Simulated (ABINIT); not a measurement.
**Cs2InAgCl6 (Fm-3m): changed settings of a GW run in ABINIT**

What do changed inputs do to GW on Cs2InAgCl6 (Fm-3m)?

Main program and level: ABINIT 10.8.3; LDA and many-body steps on it, plane waves.

## Step 1: The structure

It takes space group Fm-3m (No. 225, cubic). Conventional cell: a = 10.469 Å, b = 10.469 Å, c = 10.469 Å, α = 90.00°, β = 90.00°, γ = 90.00°. Nearest to Cs lie 12 Cl at 3.70 Å. Nearest to In lie 6 Cl at 2.51 Å. Nearest to Ag lie 6 Cl at 2.72 Å. Cl has 1 In at 2.51 Å and 1 Ag at 2.72 Å and 4 Cs at 3.70 Å nearest. Farther neighbours and most contacts between anions are not listed.

Structure file:

```cif
data_structure
_symmetry_space_group_name_H-M 'Fm-3m'
_symmetry_Int_Tables_number 225
_cell_length_a 10.4690
_cell_length_b 10.4690
_cell_length_c 10.4690
_cell_angle_alpha 90.000
_cell_angle_beta 90.000
_cell_angle_gamma 90.000
_cell_volume 1147.40
loop_
_atom_site_label
_atom_site_type_symbol
_atom_site_symmetry_multiplicity
_atom_site_Wyckoff_symbol
_atom_site_fract_x
_atom_site_fract_y
_atom_site_fract_z
_atom_site_occupancy
Cs1 Cs 8 c 0.25000 0.75000 0.75000 1
In1 In 4 a 0.00000 0.00000 0.00000 1
Ag1 Ag 4 b 0.50000 0.00000 0.00000 1
Cl1 Cl 24 e 0.23979 0.00000 0.00000 1
```

The cell and positions come from the Crystallography Open Database and are kept as given unless a step says otherwise. Spin-orbit coupling is left out unless a step names it.

## Step 2: Screening, 2×2×2 mesh, 227 bands, screening to 108.8 eV

This step: ABINIT 10.8.3; RPA screening on LDA, plane waves, norm-conserving pseudopotentials.

The RPA dielectric matrix is built and inverted for each q.

run.abi

```
acell 3*1.0 Angstrom
rprim 
  0.000000000000 5.234500000000 5.234500000000
  5.234500000000 0.000000000000 5.234500000000
  5.234500000000 5.234500000000 0.000000000000
ntypat 4
znucl 55 49 47 17
natom 10
typat 1 1 2 3 4 4 4 4 4 4
xred 
  0.250000000000 0.250000000000 0.250000000000
  0.750000000000 0.750000000000 0.750000000000
  0.000000000000 0.000000000000 0.000000000000
  0.500000000000 0.500000000000 0.500000000000
  0.760210000000 0.239790000000 0.239790000000
  0.239790000000 0.760210000000 0.239790000000
  0.239790000000 0.760210000000 0.760210000000
  0.760210000000 0.239790000000 0.760210000000
  0.239790000000 0.239790000000 0.760210000000
  0.760210000000 0.760210000000 0.239790000000
pp_dirpath "pseudos"
pseudos "Cs.upf, In.upf, Ag.upf, Cl.upf"
ecut 39
ngkpt 2 2 2
nshiftk 1
shiftk 0 0 0
kptopt 1
chksymbreak 0
istwfk *1
occopt 1
irdwfk 1
optdriver 3
nband 227
ecuteps 4
inclvkb 2
awtr 1
symchi 1
indata_prefix "in"
outdata_prefix "out"
tmpdata_prefix "tmp"
```

Command:

```sh
$ OMP_NUM_THREADS=1 mpirun -n 16 abinit run.abi > log
```

What it wrote:

```text
.Version 10.8.3 of ABINIT. v10.8.2 released Aug 2026.

 Symmetries : space group Fm -3 m (#225); Bravais cF (face-center cubic)
[... echo of the input left out ...]
== DATASET  1 ==================================================================
-   mpi_nproc: 16, omp_nthreads: 1 (-1 if OMP is not activated)

--- !DatasetInfo
iteration_state: {dtset: 1, }
dimensions: {natom: 10, nkpt: 3, mband: 227, nsppol: 1, nspinor: 1, nspden: 1, mpw: 22556, }
cutoff_energies: {ecut:  39.0, pawecutdg:  -1.0, }
electrons: {nelect:   1.00000000E+02, charge:   0.00000000E+00, occopt:   1.00000000E+00, tsmear:   1.00000000E-02, }

 SCREENING: Calculation of the susceptibility and dielectric matrices

 Based on a program developped by R.W. Godby, V. Olevano, G. Onida, and L. Reining.
 Incorporated in ABINIT by V. Olevano, G.-M. Rignanese, and M. Torrent.
.Using double precision arithmetic ; gwpc =  8

[... cell and pseudopotentials left out ...]
--------------------------------------------------------------------------------

 ==== K-mesh for the wavefunctions ====
 Number of points in the irreducible wedge :     3
[... list of points left out ...]
 Together with 48 symmetry operations and time-reversal symmetry
 yields     8 points in the full Brillouin Zone.

 ==== Q-mesh for the screening function ====
 Number of points in the irreducible wedge :     3
[... list of points left out ...]
 Together with 48 symmetry operations and time-reversal symmetry
 yields     8 points in the full Brillouin Zone.

 setmesh: FFT mesh size selected  =    54x   54x   54
          total number of points  =       157464

 vcoul_init : cutoff-mode = AUXILIARY_FUNCTION
 q-points for optical limit:   1
     1)      0.000010    0.000020    0.000030

- screening: taking advantage of time-reversal symmetry
- Maximum band index for partially occupied states nbvw = 50
- Remaining bands to be divided among processors   nbcw = 177
- Number of bands treated by each node ~11

 Number of electrons calculated from density =  100.0000; Expected =  100.0000
 average of density, n =  0.051659
 r_s =    1.6657
 omega_plasma =   21.9245 [eV]

 calculating chi0 at frequencies [eV] :
  1    0.000000E+00    0.000000E+00
  2    0.000000E+00    2.192449E+01

--------------------------------------------------------------------------------
  q-point number  1        q = ( 0.000000, 0.000000, 0.000000) [r.l.u.]
--------------------------------------------------------------------------------
[... chi0 elements left out ...]
 For q-point:  0.000010 0.000020 0.000030
  dielectric constant =   4.3013
  dielectric constant without local fields =   4.8162

  Average fulfillment of the sum rule on Im[epsilon] for q-point    1 :     50.79  [%]
[... wings left out ...]
  q-point number  2        q = ( 0.500000, 0.000000, 0.000000) [r.l.u.]
--------------------------------------------------------------------------------
[... chi0 elements left out ...]
  Average fulfillment of the sum rule on Im[epsilon] for q-point    2 :     55.59  [%]

 [... 1 further q-points ...]
```

The job ended after 2.9 min (16 MPI ranks of Arm Neoverse N1, shared host; peak memory 18 GiB; 46 min of CPU time).

This step gave:

* ε∞ with local fields, on this mesh, along the program's q direction: 4.301
* the same without local fields: 4.816
* plasma frequency: 21.92 eV
* plane waves in the screening matrix: 725

Local fields lower ε∞ by 11 %. On a Γ-centred mesh this coarse the value itself is usually too large, while a short band sum pulls it down.

## Step 3: Base

The self-energy is evaluated for the states that the input lists, and the levels follow from it, in one-shot runs by the linearised quasiparticle equation.

This step: G0W0 on LDA, plane waves, norm-conserving pseudopotentials.

run.abi, as its differences from that of step 2:

```diff
@@ -31,8 +31,15 @@
 irdwfk 1
-optdriver 3
+optdriver 4
 nband 227
+gwcalctyp 0
+ecutsigx 39
+symsigma 1
+nkptgw 1
+kptgw 
+  0.0000000000 0.0000000000 0.0000000000
+bdgw 
+  49 52
 ecuteps 4
-inclvkb 2
-awtr 1
-symchi 1
+irdscr 1
+ppmodel 1
 indata_prefix "in"
```

What it wrote:

```text
.Version 10.8.3 of ABINIT. v10.8.2 released Aug 2026.

 Symmetries : space group Fm -3 m (#225); Bravais cF (face-center cubic)
[... echo of the input left out ...]
== DATASET  1 ==================================================================
-   mpi_nproc: 16, omp_nthreads: 1 (-1 if OMP is not activated)

--- !DatasetInfo
iteration_state: {dtset: 1, }
dimensions: {natom: 10, nkpt: 3, mband: 227, nsppol: 1, nspinor: 1, nspden: 1, mpw: 22556, }
cutoff_energies: {ecut:  39.0, pawecutdg:  -1.0, }
electrons: {nelect:   1.00000000E+02, charge:   0.00000000E+00, occopt:   1.00000000E+00, tsmear:   1.00000000E-02, }

 SIGMA: Calculation of the GW corrections

 Based on a program developped by R.W. Godby, V. Olevano, G. Onida, and L. Reining.
 Incorporated in ABINIT by V. Olevano, G.-M. Rignanese, and M. Torrent.
.Using double precision arithmetic ; gwpc =  8

[... cell and pseudopotentials left out ...]
--------------------------------------------------------------------------------

 ==== K-mesh for the wavefunctions ====
 Number of points in the irreducible wedge :     3
[... list of points left out ...]
 Together with 48 symmetry operations and time-reversal symmetry
 yields     8 points in the full Brillouin Zone.

 ==== Q-mesh for screening function ====
 Number of points in the irreducible wedge :     3
[... list of points left out ...]
 Together with 48 symmetry operations and time-reversal symmetry
 yields     8 points in the full Brillouin Zone.

 vcoul_init : cutoff-mode = AUXILIARY_FUNCTION
 q-points for optical limit:   1
     1)      0.000010    0.000020    0.000030
 setmesh: FFT mesh size selected  =    80x   80x   80
          total number of points  =       512000

 Number of electrons calculated from density =  100.0000; Expected =  100.0000
 average of density, n =  0.051659
 r_s =    1.6657
 omega_plasma =   21.9245 [eV]

 === KS Band Gaps ===
  >>>> For spin  1
   Minimum direct gap =   0.9030 [eV], located at k-point      :   0.0000  0.0000  0.0000
   Fundamental gap    =   0.9030 [eV], Top of valence bands at :   0.0000  0.0000  0.0000
                                       Bottom of conduction at :   0.0000  0.0000  0.0000
 SIGMA fundamental parameters:
 PLASMON POLE MODEL  1
 number of plane-waves for SigmaX                22419
 number of plane-waves for SigmaC and W            725
 number of plane-waves for wavefunctions         22419
 number of bands                                   227
 number of independent spin polarizations            1
 number of spinorial components                      1
 number of k-points in IBZ                           3
 number of q-points in IBZ                           3
 number of symmetry operations                      48
 number of k-points in BZ                            8
 number of q-points in BZ                            8
 number of frequencies for dSigma/dE                 9
 frequency step for dSigma/dE [eV]                0.25
 number of omega for Sigma on real axis              0
 max omega for Sigma on real axis  [eV]           0.00
 zcut for avoiding poles [eV]                     0.10

 EPSILON^-1 parameters (SCR file):
 dimension of the eps^-1 matrix on file            725
 dimension of the eps^-1 matrix used               725
 number of plane-waves for wavefunctions         22419
 number of bands                                   227
 number of q-points in IBZ                           3
 number of frequencies                               2
 number of real frequencies                          1
 number of imag frequencies                          1

 matrix elements of self-energy operator (all in [eV])

 Perturbative Calculation

--- !SelfEnergy_ee
iteration_state: {dtset: 1, }
kpoint     : [   0.000,    0.000,    0.000, ]
spin       : 1
KS_gap     :    0.903
QP_gap     :    3.035
Delta_QP_KS:    2.132
data: !SigmaeeData |
     Band     E0 <VxcDFT>   SigX SigC(E0)      Z dSigC/dE  Sig(E)    E-E0       E
       49   1.891 -20.122 -24.395   3.690   0.788  -0.269 -20.581  -0.459   1.432
       50   1.891 -20.122 -24.395   3.690   0.788  -0.269 -20.581  -0.459   1.432
       51   2.794 -13.053  -8.442  -2.586   0.826  -0.210 -11.380   1.673   4.468
       52   6.771  -8.062  -3.498  -3.116   0.855  -0.170  -6.824   1.237   8.008

== END DATASET(S) ==============================================================
================================================================================

 -outvars: echo values of variables after computation  --------
           etotal      0.0000000000E+00
            nband         227
             nkpt           3
          spgroup         225
 [... the other variables as echoed above ...]

 Calculation completed.
```

Wall time 20 s (16 MPI ranks); peak memory 7.6 GiB; 5.2 min of CPU time.

Numbers from this step:

```
G0W0 gap on the points computed              : 3.036 eV
starting gap on the mesh                     : 0.9029 eV
k of the valence top                         : 0, 0, 0
k of the conduction bottom                   : 0, 0, 0
Z at the valence top                         : 0.788
Z at the conduction bottom                   : 0.826
least direct G0W0 gap on the computed points : 3.036 eV
```

The gap on the mesh goes from 0.90 eV to 3.04 eV, a correction of +2.13 eV.

## Step 4: No symmetry in the self-energy

run.abi, as its differences from that of step 3:

```diff
@@ -35,3 +35,3 @@
 ecutsigx 39
-symsigma 1
+symsigma 0
 nkptgw 1
```

What it wrote:

```text
.Version 10.8.3 of ABINIT. v10.8.2 released Aug 2026.

 Symmetries : space group Fm -3 m (#225); Bravais cF (face-center cubic)
[... echo of the input left out ...]
== DATASET  1 ==================================================================
-   mpi_nproc: 16, omp_nthreads: 1 (-1 if OMP is not activated)

--- !DatasetInfo
iteration_state: {dtset: 1, }
dimensions: {natom: 10, nkpt: 3, mband: 227, nsppol: 1, nspinor: 1, nspden: 1, mpw: 22556, }
cutoff_energies: {ecut:  39.0, pawecutdg:  -1.0, }
electrons: {nelect:   1.00000000E+02, charge:   0.00000000E+00, occopt:   1.00000000E+00, tsmear:   1.00000000E-02, }

 SIGMA: Calculation of the GW corrections

 Based on a program developped by R.W. Godby, V. Olevano, G. Onida, and L. Reining.
 Incorporated in ABINIT by V. Olevano, G.-M. Rignanese, and M. Torrent.
.Using double precision arithmetic ; gwpc =  8

[... cell and pseudopotentials left out ...]
--------------------------------------------------------------------------------

 ==== K-mesh for the wavefunctions ====
 Number of points in the irreducible wedge :     3
[... list of points left out ...]
 Together with 48 symmetry operations and time-reversal symmetry
 yields     8 points in the full Brillouin Zone.

 ==== Q-mesh for screening function ====
 Number of points in the irreducible wedge :     3
[... list of points left out ...]
 Together with 48 symmetry operations and time-reversal symmetry
 yields     8 points in the full Brillouin Zone.

 vcoul_init : cutoff-mode = AUXILIARY_FUNCTION
 q-points for optical limit:   1
     1)      0.000010    0.000020    0.000030
 setmesh: FFT mesh size selected  =    80x   80x   80
          total number of points  =       512000

 Number of electrons calculated from density =  100.0000; Expected =  100.0000
[...]
number of k-points in IBZ                           3
 number of q-points in IBZ                           3
 number of symmetry operations                      48
 number of k-points in BZ                            8
 number of q-points in BZ                            8
 number of frequencies for dSigma/dE                 9
 frequency step for dSigma/dE [eV]                0.25
 number of omega for Sigma on real axis              0
 max omega for Sigma on real axis  [eV]           0.00
 zcut for avoiding poles [eV]                     0.10

 EPSILON^-1 parameters (SCR file):
 dimension of the eps^-1 matrix on file            725
 dimension of the eps^-1 matrix used               725
 number of plane-waves for wavefunctions         22419
 number of bands                                   227
 number of q-points in IBZ                           3
 number of frequencies                               2
 number of real frequencies                          1
 number of imag frequencies                          1

 matrix elements of self-energy operator (all in [eV])

 Perturbative Calculation

--- !SelfEnergy_ee
iteration_state: {dtset: 1, }
kpoint     : [   0.000,    0.000,    0.000, ]
spin       : 1
KS_gap     :    0.903
QP_gap     :    3.035
Delta_QP_KS:    2.132
data: !SigmaeeData |
     Band     E0 <VxcDFT>   SigX SigC(E0)      Z dSigC/dE  Sig(E)    E-E0       E
       49   1.891 -20.122 -24.395   3.690   0.788  -0.269 -20.581  -0.459   1.432
       50   1.891 -20.122 -24.395   3.690   0.788  -0.269 -20.581  -0.459   1.432
       51   2.794 -13.053  -8.442  -2.586   0.826  -0.210 -11.380   1.673   4.468
       52   6.771  -8.062  -3.498  -3.116   0.855  -0.170  -6.824   1.237   8.008

== END DATASET(S) ==============================================================
================================================================================

 -outvars: echo values of variables after computation  --------
           etotal      0.0000000000E+00
            nband         227
             nkpt           3
          spgroup         225
 [... the other variables as echoed above ...]

 Calculation completed.
```

It took 35 s on 16 MPI ranks; peak memory 8.8 GiB.

This step gave:

```yaml
g0w0_gap_on_the_points_computed: 3.036 eV
starting_gap_on_the_mesh: 0.9029 eV
k_of_the_valence_top: 0, 0, 0
k_of_the_conduction_bottom: 0, 0, 0
z_at_the_valence_top: 0.788
z_at_the_conduction_bottom: 0.826
least_direct_g0w0_gap_on_the_computed_points: 3.036 eV
```

Against G0W0 in ABINIT (2×2×2 mesh, 227 bands, screening to 108.8 eV, Godby-Needs plasmon pole), the gap moves by +0.000 eV.

## Step 5: Exchange cutoff

run.abi, as its differences from that of step 4:

```diff
@@ -34,4 +34,4 @@
 gwcalctyp 0
-ecutsigx 39
-symsigma 0
+ecutsigx 11.7
+symsigma 1
 nkptgw 1
```

What it wrote:

```text
.Version 10.8.3 of ABINIT. v10.8.2 released Aug 2026.

 Symmetries : space group Fm -3 m (#225); Bravais cF (face-center cubic)
[... echo of the input left out ...]
== DATASET  1 ==================================================================
-   mpi_nproc: 16, omp_nthreads: 1 (-1 if OMP is not activated)

--- !DatasetInfo
iteration_state: {dtset: 1, }
dimensions: {natom: 10, nkpt: 3, mband: 227, nsppol: 1, nspinor: 1, nspden: 1, mpw: 22556, }
cutoff_energies: {ecut:  39.0, pawecutdg:  -1.0, }
electrons: {nelect:   1.00000000E+02, charge:   0.00000000E+00, occopt:   1.00000000E+00, tsmear:   1.00000000E-02, }

 SIGMA: Calculation of the GW corrections

 Based on a program developped by R.W. Godby, V. Olevano, G. Onida, and L. Reining.
 Incorporated in ABINIT by V. Olevano, G.-M. Rignanese, and M. Torrent.
.Using double precision arithmetic ; gwpc =  8

[... cell and pseudopotentials left out ...]
--------------------------------------------------------------------------------

 ==== K-mesh for the wavefunctions ====
 Number of points in the irreducible wedge :     3
[... list of points left out ...]
 Together with 48 symmetry operations and time-reversal symmetry
 yields     8 points in the full Brillouin Zone.

 ==== Q-mesh for screening function ====
 Number of points in the irreducible wedge :     3
[... list of points left out ...]
 Together with 48 symmetry operations and time-reversal symmetry
 yields     8 points in the full Brillouin Zone.

 vcoul_init : cutoff-mode = AUXILIARY_FUNCTION
 q-points for optical limit:   1
     1)      0.000010    0.000020    0.000030
 setmesh: FFT mesh size selected  =    64x   64x   64
          total number of points  =       262144

 Number of electrons calculated from density =  100.0000; Expected =  100.0000
[...]
number of k-points in IBZ                           3
 number of q-points in IBZ                           3
 number of symmetry operations                      48
 number of k-points in BZ                            8
 number of q-points in BZ                            8
 number of frequencies for dSigma/dE                 9
 frequency step for dSigma/dE [eV]                0.25
 number of omega for Sigma on real axis              0
 max omega for Sigma on real axis  [eV]           0.00
 zcut for avoiding poles [eV]                     0.10

 EPSILON^-1 parameters (SCR file):
 dimension of the eps^-1 matrix on file            725
 dimension of the eps^-1 matrix used               725
 number of plane-waves for wavefunctions         22419
 number of bands                                   227
 number of q-points in IBZ                           3
 number of frequencies                               2
 number of real frequencies                          1
 number of imag frequencies                          1

 matrix elements of self-energy operator (all in [eV])

 Perturbative Calculation

--- !SelfEnergy_ee
iteration_state: {dtset: 1, }
kpoint     : [   0.000,    0.000,    0.000, ]
spin       : 1
KS_gap     :    0.903
QP_gap     :    2.673
Delta_QP_KS:    1.770
data: !SigmaeeData |
     Band     E0 <VxcDFT>   SigX SigC(E0)      Z dSigC/dE  Sig(E)    E-E0       E
       49   1.891 -20.122 -23.735   3.690   0.788  -0.269 -20.062   0.061   1.952
       50   1.891 -20.122 -23.735   3.690   0.788  -0.269 -20.062   0.061   1.952
       51   2.794 -13.053  -8.251  -2.586   0.826  -0.210 -11.223   1.830   4.625
       52   6.771  -8.062  -3.486  -3.116   0.855  -0.170  -6.814   1.248   8.019

== END DATASET(S) ==============================================================
================================================================================

 -outvars: echo values of variables after computation  --------
           etotal      0.0000000000E+00
            nband         227
             nkpt           3
          spgroup         225
 [... the other variables as echoed above ...]

 Calculation completed.
```

The job ended after 19 s (16 MPI ranks; peak memory 7 GiB; 5 min of CPU time).

Numbers from this step:

| Property | Result |
| --- | --- |
| G0W0 gap on the points computed | 2.673 eV |
| starting gap on the mesh | 0.9029 eV |
| k of the valence top | 0, 0, 0 |
| k of the conduction bottom | 0, 0, 0 |
| Z at the valence top | 0.788 |
| Z at the conduction bottom | 0.826 |
| least direct G0W0 gap on the computed points | 2.673 eV |

(Continued in part 2 of 3.)

[Paths, hosts, dates, memory and timing lines, banners, echoed tables and standing remarks are left out of the program output.]

[Logs are printed without paths, hosts, clocks, repeated set-up lines and the standing remarks that a program may print on its own settings, such as how far it seeks lower states.]

[Runs of the session that timed out or met a known fault of the program may be left out.]

[Hosts, paths, dates, database ids (printed as entryN), source tags and the programs' standing remarks are cut or masked in the printed files.]

[G0W0 gaps are taken among the corrected bands and points alone; a level outside them can change the order at an edge.]

[Where Ansatz stands beside ABINIT at settings called matched, ABINIT's density can come from a denser mesh and the files from another edition; pairs whose starting gaps differed by over 0.03 eV were left out, so agreement reads better than it is.]
